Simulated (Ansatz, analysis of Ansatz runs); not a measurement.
**Interstitial N in bcc Mo, hop from an octahedral to the next octahedral site: migration barrier, PBE**

How near does this set-up come to the measured migration barrier? Subject: interstitial N in bcc Mo, hop from an octahedral to the next octahedral site. Set-up: PBE, 32-site cell, PBE lattice, 420 eV, k: 4x4x4 Gamma-centred. The model is a cell of 32 host atoms with 1 N put in. The barrier is the energy of the highest image of a climbing band over the relaxed site that the atom leaves. A local or semilocal functional is the cheapest first rung.

What was measured. Migration barrier: 1.2 eV (quoted in “Ab-initio study of the transition pathways for single and double interstitial solute (H, N, O, H-H, N-N, and O-O) within bcc refractory metals (Mo and Nb)”, 2024, H. E. Quarshie et al., quoting earlier work (1969)). Migration barrier: 1.08 eV, by activation energy from a dislocation pinning study (technique not stated) (quoted in “Ab-initio study of the transition pathways for single and double interstitial solute (H, N, O, H-H, N-N, and O-O) within bcc refractory metals (Mo and Nb)”, 2024, H. E. Quarshie et al., quoting earlier work (1963)). The calculation is set beside it at the end.

Main program and level: Ansatz 0.2.0; plane-wave PAW DFT, PBE; relaxation of all atoms of a defect supercell.

**1. The structure**

The cell holds 33 atoms: 32 Mo and 1 N. Its edges and angles: a = 8.941 Å, b = 8.941 Å, c = 8.941 Å, α = 60.0°, β = 60.0°, γ = 60.0°. It derives from Mo (space group Im-3m). Nearest the centre at fractional (0.375, 0.375, 0.625): N33 at 0.00 Å, Mo29 at 1.58 Å, Mo7 at 1.58 Å, Mo8 at 2.24 Å, Mo22 at 2.24 Å, Mo14 at 2.24 Å, Mo4 at 2.24 Å, Mo9 at 3.53 Å.

The host's primitive cell comes from a first run (plane-wave PAW DFT, PBE; relaxation of the host's cell and atoms): vectors of 2.738, 2.738 and 2.738 Å. That is 15.79 Å³ an atom, 1.4 % over the diffraction cell's volume. The supercell is built on it.

**2. Relaxation, charge 0**

A barrier counts from a true minimum, so both ends of the jump are relaxed first.

start/input.yaml reads:

```yaml
relax:
  f_tol: 0.02
  max_steps: 80
  escape_saddle: false
crystal:
  lattice:
    - [0.0, 6.32231142, 6.32231142]
    - [6.32231142, 0.0, 6.32231142]
    - [6.32231142, 6.32231142, 0.0]
  atoms:
    - { symbol: Mo, position: [0.0, 0.0, 0.0] }
    - { symbol: Mo, position: [0.125, 0.125, 0.125] }
    - { symbol: Mo, position: [0.25, 0.25, 0.25] }
    - { symbol: Mo, position: [0.375, 0.375, 0.375] }
    - { symbol: Mo, position: [0.0, 0.0, 0.5] }
    - { symbol: Mo, position: [0.125, 0.125, 0.625] }
    - { symbol: Mo, position: [0.25, 0.25, 0.75] }
    - { symbol: Mo, position: [0.375, 0.375, 0.875] }
    - { symbol: Mo, position: [0.0, 0.5, 0.0] }
    - { symbol: Mo, position: [0.125, 0.625, 0.125] }
    - { symbol: Mo, position: [0.25, 0.75, 0.25] }
    - { symbol: Mo, position: [0.375, 0.875, 0.375] }
    - { symbol: Mo, position: [0.0, 0.5, 0.5] }
    - { symbol: Mo, position: [0.125, 0.625, 0.625] }
    - { symbol: Mo, position: [0.25, 0.75, 0.75] }
    - { symbol: Mo, position: [0.375, 0.875, 0.875] }
    - { symbol: Mo, position: [0.5, 0.0, 0.0] }
    - { symbol: Mo, position: [0.625, 0.125, 0.125] }
    - { symbol: Mo, position: [0.75, 0.25, 0.25] }
    - { symbol: Mo, position: [0.875, 0.375, 0.375] }
    - { symbol: Mo, position: [0.5, 0.0, 0.5] }
    - { symbol: Mo, position: [0.625, 0.125, 0.625] }
    - { symbol: Mo, position: [0.75, 0.25, 0.75] }
    - { symbol: Mo, position: [0.875, 0.375, 0.875] }
    - { symbol: Mo, position: [0.5, 0.5, 0.0] }
    - { symbol: Mo, position: [0.625, 0.625, 0.125] }
    - { symbol: Mo, position: [0.75, 0.75, 0.25] }
    - { symbol: Mo, position: [0.875, 0.875, 0.375] }
    - { symbol: Mo, position: [0.5, 0.5, 0.5] }
    - { symbol: Mo, position: [0.625, 0.625, 0.625] }
    - { symbol: Mo, position: [0.75, 0.75, 0.75] }
    - { symbol: Mo, position: [0.875, 0.875, 0.875] }
    - { symbol: "N", position: [0.375, 0.375, 0.625] }
basis:
  ecutwfc: 420
  xc_grid: 2
hamiltonian:
  xc: pbe
kpoints:
  mp_grid: { grid: [4, 4, 4] }
scf:
  occupations: { method: methfessel_paxton, width: 0.1 }
  max_iter: 120
output:
  forces: true
checkpoint:
  write: "../start.run"
  compress: false
  write_wavefunctions: true
  write_every: 100000
```

Command:

```bash
$ ansatz run input.yaml --threads 8 --pin off --max-ram 14131MiB --backend cpu --events-out ev --progress --plain --runs-dir out
```

Numbers of over 12 decimals in the logs are rounded to 6 here.

Log:

```text
[... repeated set-up lines and file paths are left out, and long positions are rounded to six places ...]
Engine: ansatz 0.2.0, aarch64-unknown-linux-gnu
Pseudopotentials: kind: paw
Pseudopotential: Mo, paw, valence charge 14, recommended cutoff 420 eV (normal), Mo.paw.azcp
Pseudopotential: N, paw, valence charge 5, recommended cutoff 420 eV (normal), N.paw.azcp
Functional definition: PBE
  parameter kappa = 0.804
  parameter beta = 0.066725
  exchange = pbe_x(kappa = kappa, mu = beta*pi^2/3)
  correlation = pbe_c(beta = beta)
Crystal: 33 atoms, lattice volume = 505.426 Å³
Basis set: ecut = 420 eV, 9841 PW (Γ), exchange–correlation on 120×120×120 points (8 copies of the dense FFT grid, shifted against one another)
Bands: 272, of which v1, the nominal top of the filled ones, is band 227 counted from 1 (226 counted from 0)
Symmetry: 16 space group operations
Space group: I4/mmm (ITA 139), of the structure as read, at distance tolerance 8.0e-5 Å
k-points: 13 of 64
Non-local potential: Mo, projectors of the file, l = 0: 3, l = 1: 2, l = 2: 2, l = 3: 1
Non-local potential: N, projectors of the file, l = 0: 2, l = 1: 2, l = 2: 1
PAW form: soft (Blöchl's): semilocal exchange-correlation on the pseudo side does not see the compensation charge
PAW one-centre angular grid: Mo, 590 points (default); XC on 64 Gauss nodes
PAW one-centre angular grid: N, 110 points (default); XC on 64 Gauss nodes
Initial density: superposition of atomic densities (neutral atoms: chi_scale 0, normalization atom), corrected by the library's trained network
Initial wavefunctions: pseudopotential atomic-orbital guess
Functional: x = pbe(κ = 0.804, μ = 0.219515), c = pbe(β = 0.066725)
SCF iter   1: F=—  HF=-158970.618265 eV  |F-HF|=—  |Δ(HF+E_count)|=         —  Δρ=7.73e-3  dr2=8.33e-1  ethr=1.77e-3  ⟨swp⟩=4.5  Hψ=11593  notcnv=0
preconditioner: auto → Kerker (q_TF=auto, 2.679 Å⁻¹)  [metal: Δε(μ)=0.008 eV  Ē_g=4.481 eV  σ=0.100 eV  W_gap=0.07  n_scr=168 (ndim 8)  ℏωp=23.2 eV  f_vac=0.000  D(μ)=27.07/eV (n_scr^D=258)]
SCF iter   2: F=—  HF=-158970.565526 eV  |F-HF|=—  |Δ(HF+E_count)|=   5.27e-2  S|Δr|=    0.00e0  Δρ=3.79e-3  dr2=2.10e-1  ethr=1.84e-4  ⟨swp⟩=1.0  Hψ=4069  notcnv=0  defer=1
SCF iter   3: F=—  HF=-158970.545550 eV  |F-HF|=—  |Δ(HF+E_count)|=   2.00e-2  S|Δr|=    0.00e0  Δρ=5.64e-4  dr2=2.75e-3  ethr=4.63e-5  ⟨swp⟩=2.0  Hψ=4426  notcnv=0  defer=1
SCF iter   4: F=—  HF=-158970.542953 eV  |F-HF|=—  |Δ(HF+E_count)|=   2.60e-3  S|Δr|=    0.00e0  Δρ=1.44e-4  dr2=1.46e-4  ethr=6.08e-7  ⟨swp⟩=2.1  Hψ=5877  notcnv=0  defer=1
SCF iter   5: F=-158970.542925 eV  HF=-158970.542932 eV  |F-HF|=6.80e-6  |Δ(HF+E_count)|=   2.15e-5  S|Δr|=    0.00e0  Δρ=3.60e-5  dr2=9.53e-6  ethr=2.21e-9  ⟨swp⟩=3.0  Hψ=12764  notcnv=0
SCF 1 converged in 5 iterations: F = -158970.542925 eV  dr2 = 9.53e-6
  greatest PAW one-centre occupation: 0.999 electrons in one spin orbital (limit 2), on the Mo atom at site 28 (counted from 0), in its partial waves of l = 0
relax step   1: F+E_penalty+E_count = -158970.54292514 eV  Δ(F+E_penalty+E_count) = +0.000e0 eV  max|allowed force component| = 1.855e1 eV/Å  Δτ_max = 0.0000 Å  (5 SCF iters, dr2 threshold 1.00e-5 eV, accepted)
[... the SCF cycles and remarks between the steps are left out from here to the last step ...]
relax step   2: F+E_penalty+E_count = -158974.18520826 eV  Δ(F+E_penalty+E_count) = -3.642e0 eV  max|allowed force component| = 4.203e0 eV/Å  Δτ_max = 0.1906 Å  (6 SCF iters, dr2 threshold 1.00e-4 eV, accepted)
relax step   3: F+E_penalty+E_count = -158975.38857232 eV  Δ(F+E_penalty+E_count) = -1.203e0 eV  max|allowed force component| = 1.992e0 eV/Å  Δτ_max = 0.0768 Å  (5 SCF iters, dr2 threshold 1.00e-4 eV, accepted)
relax step   4: F+E_penalty+E_count = -158975.90703054 eV  Δ(F+E_penalty+E_count) = -5.185e-1 eV  max|allowed force component| = 5.232e-1 eV/Å  Δτ_max = 0.1180 Å  (5 SCF iters, dr2 threshold 1.00e-4 eV, accepted)
relax step   5: F+E_penalty+E_count = -158975.93503637 eV  Δ(F+E_penalty+E_count) = -2.801e-2 eV  max|allowed force component| = 9.896e-2 eV/Å  Δτ_max = 0.0149 Å  (5 SCF iters, dr2 threshold 1.89e-5 eV, accepted)
relax step   6: F+E_penalty+E_count = -158975.93709580 eV  Δ(F+E_penalty+E_count) = -2.059e-3 eV  max|allowed force component| = 2.846e-3 eV/Å  Δτ_max = 0.0037 Å  (5 SCF iters, dr2 threshold 6.12e-7 eV, accepted)
iter 1 solved again at ethr=4.11e-11 eV; its pass at ethr=3.10e-3 eV (dr2=1.86e-7 eV) is discarded
SCF iter   1: F=—  HF=-158975.937107 eV  |F-HF|=—  |Δ(HF+E_count)|=         —  Δρ=3.96e-6  dr2=1.87e-7  ethr=4.11e-11  ⟨swp⟩=1.2  Hψ=9820  notcnv=0  defer=248
SCF iter   2: F=-158975.937096 eV  HF=-158975.937096 eV  |F-HF|=7.42e-8  |Δ(HF+E_count)|=   1.07e-5  S|Δr|=    0.00e0  Δρ=2.53e-6  dr2=9.25e-8  ethr=2.21e-11  ⟨swp⟩=2.4  Hψ=9935  notcnv=0
SCF 7 converged in 2 iterations: F = -158975.937096 eV  dr2 = 9.25e-8
relax step   7: F+E_penalty+E_count = -158975.93709586 eV  Δ(F+E_penalty+E_count) = -6.298e-8 eV  max|allowed force component| = 2.850e-3 eV/Å  Δτ_max = 0.0000 Å  (2 SCF iters, accepted)
NSCF: frozen V_eff on 13 k-points
the band table was solved once a step of the walk had ended and its energy, with any forces and stress, was formed, with the checks that follow a solve (12704 applications of the Hamiltonian). They found nothing against the state; [...]
SCF converged after 2 iterations
Stability not checked: this state was not tested for a lower state beside it, because cold or Methfessel-Paxton smearing, or corrected tetrahedra, fill the levels in a way that the test cannot read (fill_not_monotonic; see scf.lower_state_search)
Free energy (F): -158975.937096 eV
Harris-Foulkes:  -158975.937096 eV  (|F-HF|=7.42e-8)
Internal energy: -158975.942118 eV  (E = F + TS)
E sigma→0 (E₀):  -158975.938351 eV
Entropy (-TS):   0.005022 eV (0.152 meV/atom)
Fermi energy:    21.067602 eV
--- Per-component energies (eV) ---
  E_band       = -1736.428589
  E_kinetic    = 14252.048177
  E_local      = -25309.656117  (includes V_loc(G=0)·N_el)
  E_nonlocal   = 4610.202934
  E_hartree    = 8374.259192
  E_xc         = -5937.967903
  E_vxc        = -7413.234385  (∫ρ·V_xc dr)
  E_paw        = -102567.022758  (= ΣΔE_a)
  E_vpaw       = -4624.309039  (= ΣTr[D̂ρ^β])
  E_aug_tail   = 0.001433  (compensation charges beyond the density's cutoff)
  E_ewald      = -52397.807075
  E_smearing   = 0.005022  (= −TS)
  E_closure    = 0.000000  (closes the sum)
  Σ components = -158975.937096   (vs F -158975.937096, Δ=0.00e0)
--- Forces (eV/Å), atoms counted from 1 ---
  atom   1  Mo     0.00000000     0.00000000     0.00285015
  atom   2  Mo     0.00005344     0.00005344    -0.00093417
  atom   3  Mo    -0.00000000    -0.00000000    -0.00028237
  atom   4  Mo    -0.00223352    -0.00223352     0.00000000
  atom   5  Mo     0.00000000     0.00000000     0.00028237
  atom   6  Mo    -0.00005344    -0.00005344    -0.00093417
  atom   7  Mo     0.00000000    -0.00000000    -0.00231185
  atom   8  Mo     0.00223352     0.00223352    -0.00000000
  atom   9  Mo    -0.00018674     0.00000000    -0.00024534
  atom  10  Mo    -0.00218749     0.00218749     0.00000000
  atom  11  Mo    -0.00000000     0.00018674     0.00024534
  atom  12  Mo     0.00005344    -0.00005344     0.00093417
  atom  13  Mo     0.00000000     0.00018674    -0.00024534
  atom  14  Mo     0.00223352    -0.00223352    -0.00000000
  atom  15  Mo    -0.00018674    -0.00000000     0.00024534
  atom  16  Mo    -0.00005344     0.00005344    -0.00093417
  atom  17  Mo     0.00000000    -0.00018674    -0.00024534
  atom  18  Mo     0.00218749    -0.00218749     0.00000000
  atom  19  Mo     0.00018674     0.00000000     0.00024534
  atom  20  Mo    -0.00005344     0.00005344     0.00093417
  atom  21  Mo     0.00018674     0.00000000    -0.00024534
  atom  22  Mo    -0.00223352     0.00223352    -0.00000000
  atom  23  Mo     0.00000000    -0.00018674     0.00024534
  atom  24  Mo     0.00005344    -0.00005344    -0.00093417
  atom  25  Mo     0.00000000    -0.00000000     0.00028237
  atom  26  Mo    -0.00005344    -0.00005344     0.00093417
  atom  27  Mo     0.00000000     0.00000000    -0.00285015
  atom  28  Mo     0.00218749     0.00218749    -0.00000000
  atom  29  Mo     0.00000000     0.00000000     0.00231185
  atom  30  Mo     0.00005344     0.00005344     0.00093417
  atom  31  Mo     0.00000000    -0.00000000    -0.00028237
  atom  32  Mo    -0.00218749    -0.00218749     0.00000000
  atom  33  N      0.00000000    -0.00000000    -0.00000000
  max |Σ_I F_I| component: 1.73e-18 eV/Å
--- Band table (eV; the first three rows and the last of 13) ---
  k-point 0: bands = ["-40.2685", "-40.1765", "-40.1765", "-40.1620", [... 264 left out ...] "23.2251", "23.2251", "23.2516", "23.2736"]
  k-point 1: bands = ["-40.2575", "-40.1890", "-40.1768", "-40.1579", [... 264 left out ...] "23.1665", "23.2044", "23.2349", "23.2674"]
  [... further k-points left out ...]
--- Relaxed structure (7 steps of the walk, 7 accepted, 0 SCFs on fresh bases) ---
  F+E_penalty+E_count = -158975.93709586 eV   max|allowed force component| = 2.850e-3 eV/Å
  atoms:
    - { symbol: Mo, position: [-0.006605, -0.006605, 0.006605] }
    - { symbol: Mo, position: [0.121677, 0.121677, 0.131946] }
    - { symbol: Mo, position: [0.251432, 0.251432, 0.248568] }
    - { symbol: Mo, position: [0.375000, 0.375000, 0.380939] }
    - { symbol: Mo, position: [-0.001432, -0.001432, 0.501432] }
    - { symbol: Mo, position: [0.121677, 0.121677, 0.624700] }
    - { symbol: Mo, position: [0.221721, 0.221721, 0.778279] }
    - { symbol: Mo, position: [0.375000, 0.375000, 0.869061] }
    - { symbol: Mo, position: [-0.000894, 0.499118, 0.000894] }
    - { symbol: Mo, position: [0.128343, 0.621657, 0.125] }
    - { symbol: Mo, position: [0.250882, 0.750894, 0.249106] }
    - { symbol: Mo, position: [0.374700, 0.881946, 0.371677] }
    - { symbol: Mo, position: [-0.000894, 0.499118, 0.500882] }
    - { symbol: Mo, position: [0.130939, 0.619061, 0.625] }
    - { symbol: Mo, position: [0.250882, 0.750894, 0.749118] }
    - { symbol: Mo, position: [0.375300, 0.868054, 0.878323] }
    - { symbol: Mo, position: [0.499118, -0.000894, 0.000894] }
    - { symbol: Mo, position: [0.621657, 0.128343, 0.125] }
    - { symbol: Mo, position: [0.750894, 0.250882, 0.249106] }
    - { symbol: Mo, position: [0.881946, 0.374700, 0.371677] }
    - { symbol: Mo, position: [0.499118, -0.000894, 0.500882] }
    - { symbol: Mo, position: [0.619061, 0.130939, 0.625] }
    - { symbol: Mo, position: [0.750894, 0.250882, 0.749118] }
    - { symbol: Mo, position: [0.868054, 0.375300, 0.878323] }
    - { symbol: Mo, position: [0.498568, 0.498568, 0.001432] }
    - { symbol: Mo, position: [0.628323, 0.628323, 0.118054] }
    - { symbol: Mo, position: [0.756605, 0.756605, 0.243395] }
    - { symbol: Mo, position: [0.875000, 0.875000, 0.378343] }
    - { symbol: Mo, position: [0.528279, 0.528279, 0.471721] }
    - { symbol: Mo, position: [0.628323, 0.628323, 0.625300] }
    - { symbol: Mo, position: [0.751432, 0.751432, 0.748568] }
    - { symbol: Mo, position: [0.875000, 0.875000, 0.871657] }
    - { symbol: N, position: [0.375000, 0.375000, 0.625] }
```

Run time: 3.3 min. Hardware: 8 threads of Arm Neoverse N1, shared host; peak memory 5.6 GiB; 25 min of CPU time.

Relaxation path:

| step | energy less that of the first step (eV) | largest force component (eV/Å) |
| --- | --- | --- |
| 1 | 0.0000 | 18.5512 |
| 2 | -3.6423 | 4.2030 |
| 3 | -4.8456 | 1.9916 |
| 4 | -5.3641 | 0.5232 |
| 5 | -5.3921 | 0.0990 |
| 6 | -5.3942 | 0.0028 |
| 7 | -5.3942 | 0.0029 |

Forces are held to the 16 operations that the run works with; a distortion that breaks them can't arise in this run.

The atoms that moved most (Å):

| atom | dx | dy | dz | length |
| --- | --- | --- | --- | --- |
| Mo7 | 0.000 | 0.000 | -0.358 | 0.358 |
| Mo29 | 0.000 | 0.000 | 0.358 | 0.358 |
| Mo27 | 0.000 | 0.000 | 0.084 | 0.084 |
| Mo1 | 0.000 | 0.000 | -0.084 | 0.084 |
| Mo4 | 0.038 | 0.038 | 0.000 | 0.053 |
| Mo22 | 0.038 | -0.038 | 0.000 | 0.053 |
| Mo14 | -0.038 | 0.038 | 0.000 | 0.053 |
| Mo8 | -0.038 | -0.038 | 0.000 | 0.053 |

Neighbours of N33 at the end:

| atom | distance (Å) |
| --- | --- |
| Mo29 | 1.938 |
| Mo7 | 1.938 |
| Mo4 | 2.182 |
| Mo22 | 2.182 |
| Mo14 | 2.182 |
| Mo8 | 2.182 |
| Mo11 | 3.539 |
| Mo19 | 3.539 |
| Mo21 | 3.539 |
| Mo9 | 3.539 |
| Mo13 | 3.539 |
| Mo17 | 3.539 |
| Mo23 | 3.539 |
| Mo15 | 3.539 |

This step gave:

* free energy: -158975.9371 eV
* smearing term TS: -0.005022 eV

The other runs of this kind differ in structure, charge or spin alone:

| run | outcome | energy less the first (eV) | moment (μB) | time |
| --- | --- | --- | --- | --- |
| relaxation, charge 0 | converged | 0.0000 | 0.00 | 3.3 min |
| relaxation, charge 0 | converged | 0.0000 | 0.00 | 3.3 min |

The relaxation ends 163 meV an atom lower, with a largest force component of 0.0029 eV/Å.

(Continued in part 2 of 2.)

[Logs are printed without paths, hosts, clocks, repeated set-up lines and the standing remarks that a program may print on its own settings, such as how far it seeks lower states.]

[Hosts, paths, dates, database ids (printed as entryN), source tags and the programs' standing remarks are cut or masked in the printed files.]

[For some hosts the program warned that the k-mesh of the response run may be too coarse for force constants and the static dielectric constant; such warnings are not shown here.]
